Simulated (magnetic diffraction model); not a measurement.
# Which magnetic order? Zn12Cr

Space group C2/m (no. 12), a = 9.8930 Å, b = 8.6380 Å, c = 4.8930 Å, β = 118.80°.

| site | atom | x | y | z |
| --- | --- | --- | --- | --- |
| 4h | Zn | 0 | 0.2141 | 1/2 |
| 4i | Zn | 0.7128 | 1/2 | 0.7111 |
| 4i | Zn | 0.8463 | 1/2 | 0.3536 |
| 4g | Zn | 0 | 0.6559 | 0 |
| 4e | Zn | 1/4 | 3/4 | 0 |
| 4f | Zn | 3/4 | 3/4 | 1/2 |
| 2a | Cr | 0 | 0 | 0 |

This is a made-up structure (elements placed in a structure type, unrelaxed), so the numbers test the method and describe no known phase.

Only Cr is taken to order (form factors of Cr2+); orders and moment sizes are assumed, and not adapted to the symmetry. Radiation: neutrons of λ = 4.2 Å, 3° to 100°; isotropic B of 0.41 Å² (Zn) and 0.3 Å² (Cr). The intensities are simulated: I ∝ L Σ (|F_N|² + |F_M⊥|²) for unpolarised neutrons, with F_M = 2.695 fm/μB × Σ f(s) S exp(2πi Q·r) exp(−B s²) at Q = H ± k (one set where k and −k are equivalent), only the part normal to Q counting and L = 1/(sin²θ cos θ). For a modulated order the moment at position r is S exp(−2πi k·r) + c.c., with S = m/2 for a sine wave of amplitude m and S = m(u + iv)/2 for moments turning in a plane, u and v being orthogonal unit vectors in it; the phase factor of the sum at Q = H + k is then exp(2πi H·r). Form factors are spin-only for 3d ions and dipole or tabulated for f ions, scattering lengths are Sears's of 1992, and absorption is left out. A label names one of the reflections at its angle. The strongest nuclear line in the range is 100, and lines under 0.2 are left out.

Above the ordering temperature:

```
2θ (°)     index      I
 40.14   (1 1 0)   50.3
 57.95   (2 0 0)   93.8
 58.19   (0 2 0)  100.0
 58.65   (0 0 1)   29.9
 59.12  (1 1 -1)   45.3
 59.46  (2 0 -1)   19.6
 86.69   (2 2 0)    5.4
 86.78   (1 1 1)    1.8
 87.98  (2 2 -1)    1.1
 88.18  (3 1 -1)    0.2
```

Below it (cell unchanged):

```
2θ (°)      I
  5.55  186.3
 36.23   25.0
 40.14   50.3
 44.54   12.6
 51.70    1.9
 55.85    7.0
 56.53    2.4
 57.95   93.8
 58.19  100.0
 58.50   12.7
 58.65   29.9
 59.12   45.3
 59.35   11.0
 59.46   19.6
 59.51    9.1
 61.98    5.6
 62.92    1.1
 64.41    1.2
 81.55    4.2
 81.72    5.9
 82.99    1.2
 84.92    5.9
 85.48    4.0
 86.69    5.4
 86.78    1.8
 87.98    1.1
 88.18    0.2
 90.17    5.2
 91.01    3.0
 92.19    1.6
 92.34    2.9
 92.37    4.4
 93.90    0.7
 97.99    4.3
```

**Question.** Find the propagation vector, then choose among these models:
A. a sine wave with moments along [010] (amplitudes given), 2.43 μB on Cr
B. a sine wave with moments along [001] (amplitudes given), 2.43 μB on Cr
C. moments turning in the plane of [100] and [010], 2.43 μB on Cr
D. a sine wave with moments along [100] (amplitudes given), 2.43 μB on Cr

The new lines index as (1/5 0 0) at 5.55°, (4/5 1 0) at 36.23°, (6/5 1 0) at 44.54° and (9/5 0 0) at 51.70°, that is as H ± k with k = (1/5 0 0). Satellites come in pairs about each point of the reciprocal lattice.

Magnetic intensity, observed (below minus above) and for each model:

| 2θ (°) | index | observed | A | B | C | D |
| --- | --- | --- | --- | --- | --- | --- |
| 5.55 | (1/5 0 0) | 186.3 | 802.9 | 802.9 | 989.3 | 186.3 |
| 36.23 | (4/5 1 0) | 25.0 | 13.9 | 35.7 | 38.9 | 25.0 |
| 44.54 | (6/5 1 0) | 12.6 | 13.6 | 23.1 | 26.2 | 12.6 |
| 55.85 | (1/5 0 -1) | 7.0 | 7.1 | 1.1 | 14.1 | 7.0 |
| 58.50 | (1/5 2 0) | 12.7 | <0.2 | 12.8 | 12.9 | 12.7 |
| 59.35 | (4/5 1 -1) | 11.0 | 9.4 | 3.1 | 20.4 | 11.0 |
| 59.51 | (6/5 1 -1) | 9.1 | 9.4 | 3.1 | 18.5 | 9.1 |
| 61.98 | (1/5 0 1) | 5.6 | 5.7 | 1.7 | 11.3 | 5.6 |

Model D matches.

The structure used: k = (1/5 0 0), a sine wave with moments along [100] (amplitudes given), 2.43 μB on Cr.

[Logs are printed without paths, hosts, clocks, repeated set-up lines and the standing remarks that a program may print on its own settings, such as how far it seeks lower states.]
